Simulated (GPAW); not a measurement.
# The basis that the transmission of azulenedithiol between two Ag chains needs

Aim: T(E), conductance and thermopower of azulenedithiol between two Ag chains, and what cheaper settings cost in accuracy.

Method: GPAW LCAO, PAW setups; Landauer transmission from Green's functions with principal layers (ASE), zero bias, in GPAW 26.7.0.

### 1. The starting structure

The cell holds 30 atoms: 12 Ag, 2 S, 10 C and 6 H. Its edges and angles: a = 14.894 Å, b = 9.000 Å, c = 41.635 Å, α = 90.0°, β = 90.0°, γ = 90.0°. Regions: left lead, 6 atoms (6 Ag); channel, 18 atoms (2 S, 10 C and 6 H); right lead, 6 atoms (6 Ag). Vacuum lies along a and b. The structure is stacked along c, and the current runs across the ab planes.

### 2. GPAW, dzp

Localised orbitals split the wire into layers that couple to their neighbours alone, which is what the Green's function method needs; double zeta with polarisation is the usual level for numbers.

Contents of run.py:

```python
import json
import numpy as np
from ase import Atoms
from ase.transport.calculators import TransportCalculator
from gpaw import GPAW, FermiDirac
from gpaw.lcao.tools import get_lcao_hamiltonian
from scipy.linalg import eigh

# The junction with lead layers at both ends, along the third cell vector
device = Atoms(
    ['Ag', 'Ag', 'Ag', 'Ag', 'Ag', 'Ag', 'S', 'C', 'H', 'H', 'C', 'C', 'C', 'C', 'H', 'H', 'C', 'C', 'C', 'C', 'C', 'H', 'H', 'S', 'Ag', 'Ag', 'Ag', 'Ag', 'Ag', 'Ag'],
    positions=[
        [7.44713, 4.50000, 1.33000],
        [7.44713, 4.50000, 3.99000],
        [7.44713, 4.50000, 6.65000],
        [7.44713, 4.50000, 9.31000],
        [7.44713, 4.50000, 11.97000],
        [7.44713, 4.50000, 14.63000],
        [5.84392, 4.50010, 16.46938],
        [5.80233, 4.50014, 18.17423],
        [3.67289, 4.50017, 18.59785],
        [7.98965, 4.50013, 18.66095],
        [4.69735, 4.50016, 18.93254],
        [6.97515, 4.50015, 19.02869],
        [5.14415, 4.50019, 20.31408],
        [6.60052, 4.50018, 20.32476],
        [8.57109, 4.50021, 21.17339],
        [3.25000, 4.50021, 21.19055],
        [4.32458, 4.50021, 21.37088],
        [7.51350, 4.50021, 21.43270],
        [7.19619, 4.50024, 22.73614],
        [4.68071, 4.50023, 22.77454],
        [5.88727, 4.50024, 23.37393],
        [3.79354, 4.50024, 23.41123],
        [8.04867, 4.50027, 23.41419],
        [5.87915, 4.50025, 25.13527],
        [7.44713, 4.50000, 27.00477],
        [7.44713, 4.50000, 29.66477],
        [7.44713, 4.50000, 32.32477],
        [7.44713, 4.50000, 34.98477],
        [7.44713, 4.50000, 37.64477],
        [7.44713, 4.50000, 40.30477]],
    cell=[[14.89426, 0.0, 0.0], [0.0, 9.0, 0.0], [0.0, 0.0, 41.63477]],
    pbc=True)

# One principal layer of the lead: the first 4 atoms of the device
lead = Atoms(
    ['Ag', 'Ag', 'Ag', 'Ag'],
    positions=[
        [7.44713, 4.50000, 1.33000],
        [7.44713, 4.50000, 3.99000],
        [7.44713, 4.50000, 6.65000],
        [7.44713, 4.50000, 9.31000]],
    cell=[[14.89426, 0.0, 0.0], [0.0, 9.0, 0.0], [0.0, 0.0, 10.64]],
    pbc=True)

settings = dict(mode='lcao', basis='dzp', xc='PBE', h=0.2,
                occupations=FermiDirac(0.1), maxiter=250,
                mixer=dict(beta=0.1, nmaxold=8, weight=100.0),
                convergence=dict(density=0.0001))
energies = np.arange(-3, 3 + 1e-9, 0.075)
eta = 0.0001
n1, n2 = 1, 1
# k and -k transmit alike, so half of the mesh across the current serves
mesh = [(i, j) for i in range(n1) for j in range(n2) if (i, j) <= (-i % n1, -j % n2)]
weights = np.array([1 if (i, j) == (-i % n1, -j % n2) else 2 for i, j in mesh]) / (n1 * n2)

# [... helper functions left out ...]
fermi_lead = ground_state(lead, (1, 1, 11), 'lead.txt')
fermi_device = ground_state(device, (1, 1, 2), 'device.txt')
# [... loop over the mesh left out, but for ...]
        # Shift the lead onto the potential of the device's first layer
        shift = ((H[:, 0, 0] - H0[:, 0, 0]) / S0[0, 0]).real.mean()
# [...]
kT = 8.617333e-5 * 300
bias = [0.1, 0.2, 0.5, 1.0, 1.5, 2.0]
# [... integrals and printing left out ...]
```

Run with:

```console
> OMP_NUM_THREADS=1 OPENBLAS_NUM_THREADS=2 python run.py
```

What it wrote:

```text
basis functions: device 510, principal layer 108
Fermi level: lead -4.1695 eV, device -4.0867 eV; lead shifted by 0.0077 eV
largest coupling past the next layer 3.56e-05 eV, largest misfit of the first layer 0.179 eV
  E-E_F (eV)   T (one spin)  [channel counts left out]
    -3.000    3.0580e-01
    -2.925    5.3182e-01
    -2.850    2.9167e-03
    -2.775    1.6374e-01
    -2.700    6.7584e-01
    -2.625    1.4175e-01
    -2.550    3.7659e-01
    -2.475    7.7562e-02
    -2.400    4.7121e-02
    -2.325    4.0679e-02
    -2.250    3.7669e-02
    -2.175    2.2430e-02
    -2.100    2.3271e-02
    -2.025    1.9835e-02
    -1.950    1.6492e-02
    -1.875    1.1352e-02
[...]
2.475    8.3801e-05
     2.550    7.8558e-05
     2.625    7.2879e-05
     2.700    6.6521e-05
     2.775    5.9103e-05
     2.850    4.9803e-05
     2.925    3.6459e-05
     3.000    8.2731e-05
conductance at 300 K: 0.0010318 G0 a cell; thermopower 13.97 uV/K
current from the zero-bias T(E) at 0.1 V: 0.0079963 uA
current from the zero-bias T(E) at 0.2 V: 0.016004 uA
current from the zero-bias T(E) at 0.5 V: 0.040141 uA
current from the zero-bias T(E) at 1.0 V: 0.082608 uA
current from the zero-bias T(E) at 1.5 V: 0.16825 uA
current from the zero-bias T(E) at 2.0 V: 2.9811 uA
```

Elapsed: 2.5 min, on 2 threads of Arm Neoverse V2, shared host; peak memory 2.1 GiB.

Numbers from this step:

| Quantity | Value |
| --- | --- |
| conductance | 0.001032 G₀ |
| thermopower | 13.97 μV/K |
| largest coupling past the next principal layer | 3.56e-5 eV |
| largest misfit of the first principal layer | 0.1785 eV |
| shift that aligns the lead | 0.007654 eV |
| basis functions of the junction | 510 |
| basis functions of a principal layer | 108 |
| transmission at the Fermi level (one spin) | 0.001032 |

One spin. Transmission, zone mean against energy, zero at the Fermi level:

| energy (eV) | transmission, zone mean |
| --- | --- |
| -3.00 | 0.306 |
| -2.92 | 0.532 |
| -2.85 | 0.00292 |
| -2.70 | 0.676 |
| -2.55 | 0.377 |
| -2.33 | 0.0407 |
| -2.17 | 0.0224 |
| -2.02 | 0.0198 |
| -1.88 | 0.0114 |
| -1.73 | 1.6e-4 |
| -1.57 | 2.3e-12 |
| -1.35 | 0 |
| -1.20 | 0 |
| -1.05 | 0.530 |
| -0.97 | 0.602 |
| -0.90 | 0.0656 |
| -0.75 | 0.00750 |
| -0.60 | 0.00282 |
| -0.38 | 0.00166 |
| -0.23 | 0.00145 |
| -0.07 | 0.00118 |
| 0.00 | 0.00103 |
| 0.07 | 8.8e-4 |
| 0.23 | 6.4e-4 |
| 0.38 | 4.7e-4 |
| 0.60 | 3.2e-4 |
| 0.75 | 2.7e-4 |
| 0.90 | 2.3e-4 |
| 1.05 | 2.0e-4 |
| 1.20 | 1.8e-4 |
| 1.35 | 1.7e-4 |
| 1.57 | 1.5e-4 |
| 1.73 | 1.3e-4 |
| 1.88 | 1.2e-4 |
| 2.02 | 1.1e-4 |
| 2.17 | 1.0e-4 |
| 2.33 | 9.4e-5 |
| 2.55 | 7.9e-5 |
| 2.70 | 6.7e-5 |
| 2.85 | 5.0e-5 |
| 3.00 | 8.3e-5 |

Not self-consistent under bias; the bias window is split evenly. Table of current through one cell, from the zero-bias transmission by bias:

| bias (V) | current through one cell, from the zero-bias transmission (μA) |
| --- | --- |
| 0.100 | 0.00800 |
| 0.200 | 0.0160 |
| 0.500 | 0.0401 |
| 1.000 | 0.0826 |
| 1.500 | 0.168 |
| 2.000 | 2.98 |

Transmission of the three most open eigenchannels against energy, zero at the Fermi level:

| energy (eV) | channel 1 | channel 2 | channel 3 |
| --- | --- | --- | --- |
| -3.00 | 0.252 | 0.0533 | 3.9e-4 |
| -2.85 | 0.00221 | 6.9e-4 | 1.2e-5 |
| -2.70 | 0.669 | 0.00719 | 8.8e-5 |
| -2.55 | 0.362 | 0.0140 | 1.6e-4 |
| -2.33 | 0.0367 | 0.00374 | 2.4e-4 |
| -2.17 | 0.0197 | 0.00244 | 2.6e-4 |
| -2.02 | 0.0183 | 0.00132 | 2.4e-4 |
| -1.88 | 0.0105 | 6.8e-4 | 1.8e-4 |
| -1.73 | 1.6e-4 | 5.1e-12 | 0 |
| -1.57 | 2.3e-12 | 0 | 0 |
| -1.35 | 0 | 0 | 0 |
| -1.20 | 0 | 0 | 0 |
| -1.05 | 0.530 | 1.6e-8 | 0 |
| -0.90 | 0.0656 | 0 | 0 |
| -0.75 | 0.00750 | 0 | 0 |
| -0.60 | 0.00282 | 0 | 0 |
| -0.38 | 0.00166 | 0 | 0 |
| -0.23 | 0.00145 | 0 | 0 |
| -0.07 | 0.00118 | 0 | 0 |
| 0.00 | 0.00103 | 0 | 0 |
| 0.07 | 8.8e-4 | 0 | 0 |
| 0.23 | 6.4e-4 | 0 | 0 |
| 0.38 | 4.7e-4 | 0 | 0 |
| 0.60 | 3.2e-4 | 0 | 0 |
| 0.75 | 2.7e-4 | 0 | 0 |
| 0.90 | 2.3e-4 | 0 | 0 |
| 1.05 | 2.0e-4 | 0 | 0 |
| 1.20 | 1.8e-4 | 0 | 0 |
| 1.35 | 1.7e-4 | 0 | 0 |
| 1.57 | 1.5e-4 | 0 | 0 |
| 1.73 | 1.3e-4 | 0 | 0 |
| 1.88 | 1.2e-4 | 0 | 0 |
| 2.02 | 1.1e-4 | 0 | 0 |
| 2.17 | 1.0e-4 | 0 | 0 |
| 2.33 | 9.4e-5 | 0 | 0 |
| 2.55 | 7.9e-5 | 0 | 0 |
| 2.70 | 6.7e-5 | 0 | 0 |
| 2.85 | 5.0e-5 | 0 | 0 |
| 3.00 | 6.7e-5 | 1.6e-5 | 0 |

Couplings past the next layer reach 3.6e-5 eV, small enough to drop; the matrix elements of the cell's first layer differ from the bulk lead's by up to 0.18 eV. That layer keeps its own values in the calculation, and only beyond it is the lead taken as perfect. The Fermi levels of lead and junction count from different zeros of potential, one for each periodic cell; with both set to zero, the small remaining shift is what aligns them. By hand: G = 0.001032 × 77.48 μS = 0.0799 μS, a resistance of 12508 kΩ; at 0.1 V a linear junction would pass 0.00799 μA, and the integral over the bias window gives 0.00800 μA. Mott's formula, S = -(π²/3)(k_B²T/e) d ln T/dE, has the prefactor 7.33 μV/K·eV at 300 K; T = 0.001184 at -0.075 eV and 8.85e-4 at 0.075 eV give a slope of -1.94 per eV and S = 14.2 μV/K, beside 14.0 μV/K from the thermal integral, which interpolates the same grid.

### 3. Single-zeta polarised basis

The second zeta is dropped, the polarisation orbitals stay.

Edit run.py of step 2 so:

```diff
@@ -56,3 +56,3 @@
 
-settings = dict(mode='lcao', basis='dzp', xc='PBE', h=0.2,
+settings = dict(mode='lcao', basis='szp(dzp)', xc='PBE', h=0.2,
                 occupations=FermiDirac(0.1), maxiter=250,
```

What it wrote:

```text
basis functions: device 312, principal layer 60
Fermi level: lead -4.1190 eV, device -4.3335 eV; lead shifted by 0.0121 eV
largest coupling past the next layer 3.56e-05 eV, largest misfit of the first layer 0.186 eV
  E-E_F (eV)   T (one spin)  [channel counts left out]
    -3.000    2.6324e-01
    -2.925    2.5092e-01
    -2.850    2.3598e-03
    -2.775    6.5255e-01
    -2.700    4.2865e-02
    -2.625    1.6942e-01
    -2.550    2.0438e-02
    -2.475    9.3810e-03
    -2.400    9.7475e-03
    -2.325    1.0382e-02
    -2.250    1.1781e-02
    -2.175    1.2827e-02
    -2.100    9.0864e-03
    -2.025    9.2486e-03
    -1.950    8.3447e-03
    -1.875    7.1288e-03
[...]
2.475    8.1394e-05
     2.550    7.8423e-05
     2.625    7.5283e-05
     2.700    7.1880e-05
     2.775    6.8072e-05
     2.850    6.3603e-05
     2.925    5.7765e-05
     3.000    5.6805e-05
conductance at 300 K: 0.00079457 G0 a cell; thermopower 14.92 uV/K
current from the zero-bias T(E) at 0.1 V: 0.0061586 uA
current from the zero-bias T(E) at 0.2 V: 0.012331 uA
current from the zero-bias T(E) at 0.5 V: 0.031043 uA
current from the zero-bias T(E) at 1.0 V: 0.065862 uA
current from the zero-bias T(E) at 1.5 V: 0.2126 uA
current from the zero-bias T(E) at 2.0 V: 2.4626 uA
```

Wall time 94 s (2 threads); peak memory 2.1 GiB.

Numbers from this step:

| Quantity | Value |
| --- | --- |
| conductance | 7.95e-4 G₀ |
| thermopower | 14.92 μV/K |
| largest misfit of the first principal layer | 0.1857 eV |
| shift that aligns the lead | 0.01207 eV |
| basis functions of the junction | 312 |
| basis functions of a principal layer | 60 |
| transmission at the Fermi level (one spin) | 7.95e-4 |

One spin. The transmission, zone mean by energy, zero at the Fermi level:

| energy (eV) | transmission, zone mean |
| --- | --- |
| -3.00 | 0.263 |
| -2.85 | 0.00236 |
| -2.77 | 0.653 |
| -2.70 | 0.0429 |
| -2.62 | 0.169 |
| -2.55 | 0.0204 |
| -2.33 | 0.0104 |
| -2.17 | 0.0128 |
| -2.02 | 0.00925 |
| -1.88 | 0.00713 |
| -1.73 | 6.5e-5 |
| -1.57 | 3.2e-6 |
| -1.35 | 0 |
| -1.20 | 0 |
| -1.05 | 1.2e-4 |
| -0.90 | 0.402 |
| -0.75 | 0.0162 |
| -0.60 | 0.00306 |
| -0.38 | 0.00136 |
| -0.23 | 0.00114 |
| -0.07 | 9.2e-4 |
| 0.00 | 7.9e-4 |
| 0.07 | 6.7e-4 |
| 0.23 | 4.8e-4 |
| 0.38 | 3.5e-4 |
| 0.60 | 2.4e-4 |
| 0.75 | 2.0e-4 |
| 0.90 | 1.8e-4 |
| 1.05 | 1.6e-4 |
| 1.20 | 1.4e-4 |
| 1.35 | 1.3e-4 |
| 1.57 | 1.2e-4 |
| 1.73 | 1.1e-4 |
| 1.88 | 1.0e-4 |
| 2.02 | 9.9e-5 |
| 2.17 | 9.3e-5 |
| 2.33 | 8.7e-5 |
| 2.55 | 7.8e-5 |
| 2.70 | 7.2e-5 |
| 2.85 | 6.4e-5 |
| 3.00 | 5.7e-5 |

Not self-consistent under bias; the bias window is split evenly. Current through one cell, from the zero-bias transmission against bias:

| bias (V) | current through one cell, from the zero-bias transmission (μA) |
| --- | --- |
| 0.100 | 0.00616 |
| 0.200 | 0.0123 |
| 0.500 | 0.0310 |
| 1.000 | 0.0659 |
| 1.500 | 0.213 |
| 2.000 | 2.46 |

Transmission of the three most open eigenchannels against energy, zero at the Fermi level:

| energy (eV) | channel 1 | channel 2 | channel 3 |
| --- | --- | --- | --- |
| -3.00 | 0.257 | 0.00624 | 8.4e-5 |
| -2.85 | 0.00236 | 1.5e-6 | 1.4e-8 |
| -2.70 | 0.0296 | 0.0133 | 2.6e-5 |
| -2.55 | 0.0196 | 8.1e-4 | 4.0e-5 |
| -2.33 | 0.00999 | 3.3e-4 | 6.6e-5 |
| -2.17 | 0.0125 | 2.8e-4 | 8.3e-5 |
| -2.02 | 0.00899 | 1.8e-4 | 8.1e-5 |
| -1.88 | 0.00695 | 1.2e-4 | 5.9e-5 |
| -1.73 | 6.5e-5 | 6.6e-10 | 5.7e-12 |
| -1.57 | 3.2e-6 | 0 | 0 |
| -1.35 | 0 | 0 | 0 |
| -1.20 | 0 | 0 | 0 |
| -1.05 | 1.2e-4 | 0 | 0 |
| -0.90 | 0.402 | 0 | 0 |
| -0.75 | 0.0162 | 0 | 0 |
| -0.60 | 0.00306 | 0 | 0 |
| -0.38 | 0.00136 | 0 | 0 |
| -0.23 | 0.00114 | 0 | 0 |
| -0.07 | 9.2e-4 | 0 | 0 |
| 0.00 | 7.9e-4 | 0 | 0 |
| 0.07 | 6.7e-4 | 0 | 0 |
| 0.23 | 4.8e-4 | 0 | 0 |
| 0.38 | 3.5e-4 | 0 | 0 |
| 0.60 | 2.4e-4 | 0 | 0 |
| 0.75 | 2.0e-4 | 0 | 0 |
| 0.90 | 1.8e-4 | 0 | 0 |
| 1.05 | 1.6e-4 | 0 | 0 |
| 1.20 | 1.4e-4 | 0 | 0 |
| 1.35 | 1.3e-4 | 0 | 0 |
| 1.57 | 1.2e-4 | 0 | 0 |
| 1.73 | 1.1e-4 | 0 | 0 |
| 1.88 | 1.0e-4 | 0 | 0 |
| 2.02 | 9.9e-5 | 0 | 0 |
| 2.17 | 9.3e-5 | 0 | 0 |
| 2.33 | 8.7e-5 | 0 | 0 |
| 2.55 | 7.8e-5 | 0 | 0 |
| 2.70 | 7.2e-5 | 0 | 0 |
| 2.85 | 6.4e-5 | 0 | 0 |
| 3.00 | 5.6e-5 | 1.0e-6 | 0 |

The conductance, 7.9e-4 G₀, lies 23 % below that of the dzp run.

### 4. Minimal basis

The minimal basis is the cheapest rung: no second zeta and no polarisation.

Edit run.py of step 3 so:

```diff
@@ -56,3 +56,3 @@
 
-settings = dict(mode='lcao', basis='szp(dzp)', xc='PBE', h=0.2,
+settings = dict(mode='lcao', basis='sz(dzp)', xc='PBE', h=0.2,
                 occupations=FermiDirac(0.1), maxiter=250,
```

What it wrote:

```text
basis functions: device 198, principal layer 48
Fermi level: lead -4.1265 eV, device -4.4299 eV; lead shifted by 0.0136 eV
largest coupling past the next layer 3.59e-05 eV, largest misfit of the first layer 0.110 eV
  E-E_F (eV)   T (one spin)  [channel counts left out]
    -3.000    6.3773e-01
    -2.925    6.8720e-01
    -2.850    7.7955e-01
[...]
2.925    3.9821e-05
     3.000    3.6750e-05
conductance at 300 K: 0.00066201 G0 a cell; thermopower 16.95 uV/K
current from the zero-bias T(E) at 0.1 V: 0.0051365 uA
current from the zero-bias T(E) at 0.2 V: 0.010317 uA
current from the zero-bias T(E) at 0.5 V: 0.026587 uA
current from the zero-bias T(E) at 1.0 V: 0.06565 uA
current from the zero-bias T(E) at 1.5 V: 0.94878 uA
current from the zero-bias T(E) at 2.0 V: 2.1407 uA
```

It took 84 s on 2 threads; peak memory 2 GiB.

Numbers from this step:

```yaml
conductance: 6.62e-4 G₀
thermopower: 16.95 μV/K
largest_coupling_past_the_next_principal_layer: 3.59e-5 eV
largest_misfit_of_the_first_principal_layer: 0.1101 eV
shift_that_aligns_the_lead: 0.01357 eV
basis_functions_of_the_junction: 198
basis_functions_of_a_principal_layer: 48
transmission_at_the_fermi_level_one_spin: 6.60e-4
```

One spin. Transmission, zone mean against energy, zero at the Fermi level:

| energy (eV) | transmission, zone mean |
| --- | --- |
| -3.00 | 0.638 |
| -2.85 | 0.780 |
| -2.70 | 0.553 |
| -2.55 | 0.0278 |
| -2.33 | 0.00293 |
| -2.17 | 0.00518 |
| -2.02 | 0.0106 |
| -1.88 | 0.0101 |
| -1.73 | 0.0121 |
| -1.57 | 0.00196 |
| -1.35 | 0 |
| -1.20 | 0 |
| -1.05 | 1.1e-10 |
| -0.90 | 0.00411 |
| -0.75 | 0.261 |
| -0.60 | 0.00787 |
| -0.38 | 0.00147 |
| -0.23 | 0.00105 |
| -0.07 | 7.8e-4 |
| 0.00 | 6.6e-4 |
| 0.07 | 5.5e-4 |
| 0.23 | 3.8e-4 |
| 0.38 | 2.8e-4 |
| 0.60 | 1.9e-4 |
| 0.75 | 1.6e-4 |
| 0.90 | 1.4e-4 |
| 1.05 | 1.2e-4 |
| 1.20 | 1.1e-4 |
| 1.35 | 1.0e-4 |
| 1.57 | 9.1e-5 |
| 1.73 | 8.4e-5 |
| 1.88 | 7.7e-5 |
| 2.02 | 7.2e-5 |
| 2.17 | 6.6e-5 |
| 2.33 | 6.1e-5 |
| 2.55 | 5.4e-5 |
| 2.70 | 4.9e-5 |
| 2.85 | 4.3e-5 |
| 3.00 | 3.7e-5 |

The conductance, 6.6e-4 G₀, lies 36 % below that of the dzp run.

### 5. LDA in the dzp basis: xc = "LDA"

Back in the dzp basis, the functional changes from PBE to LDA, to set the spread between functionals beside that between bases.

Edit run.py of step 4 so:

```diff
@@ -56,3 +56,3 @@
 
-settings = dict(mode='lcao', basis='sz(dzp)', xc='PBE', h=0.2,
+settings = dict(mode='lcao', basis='dzp', xc='LDA', h=0.2,
                 occupations=FermiDirac(0.1), maxiter=250,
```

What it wrote:

```text
basis functions: device 510, principal layer 108
Fermi level: lead -4.5787 eV, device -4.4365 eV; lead shifted by 0.0068 eV
largest coupling past the next layer 3.39e-05 eV, largest misfit of the first layer 0.191 eV
  E-E_F (eV)   T (one spin)  [channel counts left out]
    -3.000    3.0965e-01
    -2.925    3.7048e-01
    -2.850    4.7040e-01
[...]
2.925    5.0603e-05
     3.000    4.0711e-05
conductance at 300 K: 0.0011854 G0 a cell; thermopower 14.67 uV/K
current from the zero-bias T(E) at 0.1 V: 0.0091857 uA
current from the zero-bias T(E) at 0.2 V: 0.018378 uA
current from the zero-bias T(E) at 0.5 V: 0.045995 uA
current from the zero-bias T(E) at 1.0 V: 0.094134 uA
current from the zero-bias T(E) at 1.5 V: 0.19462 uA
current from the zero-bias T(E) at 2.0 V: 1.9773 uA
```

It took 2.2 min on 2 threads; peak memory 2.1 GiB.

This step gave:

```yaml
conductance: 0.001185 G₀
thermopower: 14.67 μV/K
largest_coupling_past_the_next_principal_layer: 3.39e-5 eV
largest_misfit_of_the_first_principal_layer: 0.1908 eV
shift_that_aligns_the_lead: 0.006806 eV
basis_functions_of_the_junction: 510
basis_functions_of_a_principal_layer: 108
transmission_at_the_fermi_level_one_spin: 0.001187
```

One spin. The transmission, zone mean by energy, zero at the Fermi level:

| energy (eV) | transmission, zone mean |
| --- | --- |
| -3.00 | 0.310 |
| -2.85 | 0.470 |
| -2.70 | 0.130 |
| -2.62 | 0.604 |
| -2.55 | 0.528 |
| -2.33 | 0.0208 |
| -2.17 | 0.0230 |
| -2.02 | 0.0169 |
| -1.88 | 0.0145 |
| -1.73 | 0.00790 |
| -1.57 | 1.2e-4 |
| -1.35 | 0 |
| -1.20 | 0 |
| -1.05 | 1.1e-7 |
| -0.97 | 0.603 |
| -0.90 | 0.0809 |
| -0.75 | 0.00907 |
| -0.60 | 0.00327 |
| -0.38 | 0.00190 |
| -0.23 | 0.00167 |
| -0.07 | 0.00137 |
| 0.00 | 0.00119 |
| 0.07 | 0.00101 |
| 0.23 | 7.1e-4 |
| 0.38 | 5.1e-4 |
| 0.60 | 3.4e-4 |
| 0.75 | 2.8e-4 |
| 0.90 | 2.4e-4 |
| 1.05 | 2.1e-4 |
| 1.20 | 1.9e-4 |
| 1.35 | 1.7e-4 |
| 1.57 | 1.5e-4 |
| 1.73 | 1.4e-4 |
| 1.88 | 1.2e-4 |
| 2.02 | 1.1e-4 |
| 2.17 | 1.0e-4 |
| 2.33 | 9.4e-5 |
| 2.55 | 8.0e-5 |
| 2.70 | 7.0e-5 |
| 2.85 | 5.8e-5 |
| 3.00 | 4.1e-5 |

The conductance, 0.00119 G₀, lies 15 % above that of the dzp run.

### 6. Cost and result by level

Times are for 2 threads of Arm Neoverse V2, shared host. The runs compared:

| no. | run | conductance (G₀) | time | memory (GiB) |
| --- | --- | --- | --- | --- |
| 1 | dzp | 0.001032 | 2.5 min | 2.1 |
| 2 | szp | 7.95e-4 | 94 s | 2.1 |
| 3 | sz | 6.62e-4 | 84 s | 2.0 |
| 4 | dzp LDA | 0.001185 | 2.2 min | 2.1 |

(Continued in part 2 of 2.)

[Logs are printed without paths, hosts, clocks, repeated set-up lines and the standing remarks that a program may print on its own settings, such as how far it seeks lower states.]

[Hosts, paths, dates, database ids (printed as entryN), source tags and the programs' standing remarks are cut or masked in the printed files.]
